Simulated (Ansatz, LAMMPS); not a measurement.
# Static equation of state of glassy 68GeO2-29SrO-3Gd2O3 (mol %) (105 atoms)

Density of this cell: 4.64 g/cm³. The cell holds 105 atoms: 26 Ge, 11 Sr, 2 Gd and 66 O. Its edges and angles: a = 11.321 Å, b = 11.431 Å, c = 11.673 Å, α = 90.4°, β = 91.5°, γ = 89.5°. The starting structure: 105 atoms (26 Ge, 11 Sr, 2 Gd, 66 O) placed at random at 5.08 g/cm³, melted at 4000 K for 10 ps at fixed volume with the Morse and Coulomb pair potential with partial charges (Pedone, Malavasi, Menziani, Cormack and Segre, J. Phys. Chem. B 110, 11780 (2006)). Quenched from 4000 K to 300 K at 20 K/ps and fixed volume, held 5 ps, then minimised at fixed cell.

Calculated with Ansatz 0.2.0: Kohn-Sham DFT, revPBE, PAW (set soft_2), plane waves; cutoff 420 eV, Γ point, fermi-dirac smearing of 0.05 eV, spin polarised, started with 1 moments up and 1 down in a pattern of our own, ending at 0.0 μB in the cell. Cell and atoms were relaxed first, to V0 = 14.381 Å³ an atom at a residual P0 = -0.003 GPa. The cell was then scaled evenly, and the atoms were relaxed at each volume.

```
volume (Å³/atom)  pressure (GPa)
          12.943           6.903
          13.518               ?
          13.950           2.169
          14.813          -1.586
          15.244          -2.110
```

**Question.** Fit the third-order Birch–Murnaghan equation to the rows given and interpolate to the withheld row.

**Working.**

Take the Eulerian strain f = ½[(V0/V)^(2/3) − 1] and the normalised pressure F = (P − P0) / [3f(1 + 2f)^(5/2)]. The third-order Birch–Murnaghan equation is then the line F = B0 + (3/2)B0(B′ − 4) f, so u = f and v = F.

| u = f | v = F (GPa) |
| --- | --- |
| 0.0363833 | 53.0765 |
| 0.0102568 | 67.0773 |
| -0.00975665 | 56.8315 |
| -0.0190505 | 40.6214 |

With n = 4: mean u = 0.00445825, mean v = 54.4017, Σ(u − ū)² = 0.0018076, Σ(u − ū)(v − v̄) = 0.32061. Slope b = 0.32061 / 0.0018076 = 177.37; intercept a = v̄ − b ū = 53.611.

So B0 = a = 53.6 GPa and B′ = 4 + 2b/(3a) = 6.21. At the withheld volume f = 0.02106, F = a + b f = 57.35 GPa, and P = P0 + 3f(1 + 2f)^(5/2) F.

Prediction at 13.518: 4.013 GPa. The run gave 4.421 GPa, so the fit is low by 0.41 GPa (9.2 % of the value).

The series isn't one smooth equation of state: even a line fitted to all rows, the withheld one included, misses F by up to 24.0 %, the count of bonds changes along the series and an atom moves over 0.5 Å in some relaxation. B0 and B′ are then only the numbers of this fit, not moduli of the material. Among the rows given, the largest miss of the fit is at 12.943, by 0.91 GPa (10 % of the range of the table).

Limits: Static cells at zero temperature; the cell shape is held. The program notes that the SCF threshold of these relaxations is loose for the stress. The quench rate of 20 K/ps is many orders above laboratory rates, so the cell is likely richer in defects and strain than a real sample. The network of bonds at the start is that of the classical potential that made the cell, and needn't be the one that DFT or experiment would give. Without a Hubbard term or exact exchange, open shells on Gd are likely too delocalised. Only the Γ point is sampled, in a cell whose shortest periodic width is 11 Å.

[Logs are printed without paths, hosts, clocks, repeated set-up lines and the standing remarks that a program may print on its own settings, such as how far it seeks lower states.]

[Hosts, paths, dates, database ids (printed as entryN), source tags and the programs' standing remarks are cut or masked in the printed files.]
